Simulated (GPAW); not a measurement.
Consider Sc3In (Pm-3m).

```cif
data_structure
_symmetry_space_group_name_H-M 'P 1'
_symmetry_Int_Tables_number 1
_cell_length_a 4.5304
_cell_length_b 4.5304
_cell_length_c 4.5304
_cell_angle_alpha 90.000
_cell_angle_beta 90.000
_cell_angle_gamma 90.000
_cell_volume 92.98
loop_
_atom_site_label
_atom_site_type_symbol
_atom_site_fract_x
_atom_site_fract_y
_atom_site_fract_z
_atom_site_occupancy
In1 In 0.00000 0.00000 0.00000 1
Sc2 Sc 0.00000 0.50000 0.50000 1
Sc3 Sc 0.50000 0.00000 0.50000 1
Sc4 Sc 0.50000 0.50000 0.00000 1
```

Absorber: atom 1, with 12 Sc at 3.20 Å (cuboctahedral, site symmetry m-3m). Method: GPAW, LDA, excited-electron core hole (neutral cell), 8-atom cell with 6.4 Å between holes, 6×6×6 k points, dipole transitions, Gaussian full width 7.91 eV.

Q: Where do the maxima of the In K edge fall?

Main maxima up to 29 eV above the zero (height): 7.8 eV (1.38) and 24.6 eV (1.16). A K edge sees empty p states on the absorber. 

The In K spectrum (energy from the lowest empty level; intensity scaled to a mean of 1 over the first 20 eV):

| E (eV) | intensity |
| --- | --- |
| -2.0 | 0.15 |
| -1.5 | 0.19 |
| -1.0 | 0.24 |
| -0.5 | 0.29 |
| 0.0 | 0.35 |
| 0.5 | 0.42 |
| 1.0 | 0.49 |
| 1.5 | 0.57 |
| 2.0 | 0.65 |
| 2.5 | 0.74 |
| 3.0 | 0.83 |
| 3.5 | 0.92 |
| 4.0 | 1.01 |
| 4.5 | 1.10 |
| 5.0 | 1.17 |
| 5.5 | 1.24 |
| 6.0 | 1.30 |
| 6.5 | 1.34 |
| 7.0 | 1.37 |
| 7.5 | 1.38 |
| 8.0 | 1.38 |
| 8.5 | 1.36 |
| 9.0 | 1.34 |
| 9.5 | 1.30 |
| 10.0 | 1.26 |
| 10.5 | 1.21 |
| 11.0 | 1.16 |
| 11.5 | 1.11 |
| 12.0 | 1.06 |
| 12.5 | 1.02 |
| 13.0 | 0.97 |
| 13.5 | 0.94 |
| 14.0 | 0.91 |
| 14.5 | 0.88 |
| 15.0 | 0.87 |
| 15.5 | 0.85 |
| 16.0 | 0.85 |
| 16.5 | 0.85 |
| 17.0 | 0.85 |
| 17.5 | 0.86 |
| 18.0 | 0.88 |
| 18.5 | 0.89 |
| 19.0 | 0.92 |
| 19.5 | 0.94 |
| 20.0 | 0.97 |
| 20.5 | 1.00 |
| 21.0 | 1.03 |
| 21.5 | 1.06 |
| 22.0 | 1.09 |
| 22.5 | 1.11 |
| 23.0 | 1.13 |
| 23.5 | 1.15 |
| 24.0 | 1.16 |
| 24.5 | 1.16 |
| 25.0 | 1.16 |
| 25.5 | 1.15 |
| 26.0 | 1.14 |
| 26.5 | 1.12 |
| 27.0 | 1.09 |
| 27.5 | 1.07 |
| 28.0 | 1.04 |
| 28.5 | 1.01 |
| 29.0 | 0.98 |
| 29.5 | 0.95 |
| 30.0 | 0.92 |
| 30.5 | 0.90 |
| 31.0 | 0.88 |
| 31.5 | 0.86 |
| 32.0 | 0.84 |

The script folds with a Gaussian, whereas the core hole's own line is a Lorentzian, so the onset is too steep and the first peak too high. The holes are only 6.4 Å apart, so the shape is probably not converged with cell size; no larger cell was run here. Lifetime broadening is put in by hand, and intensities beyond about 20 eV depend on it and on the partial waves. The structure is a computed Materials Project entry and may be a hypothetical form.

[Banner, clock and machine lines of the logs are left out without a mark of their own.]

[Logs are printed without paths, hosts, clocks, repeated set-up lines and the standing remarks that a program may print on its own settings, such as how far it seeks lower states.]

[Hosts, paths, dates, database ids (printed as entryN), source tags and the programs' standing remarks are cut or masked in the printed files.]

[Lists of maxima count a maximum above −3 eV only where it reaches 4 % of the highest in the window and stands out from its surroundings by 2 % of it (1.5 % where it reaches 55 %); shoulders and weaker maxima are passed over, and of the rest the first, up to two pre-edge ones and the few strongest are named.]
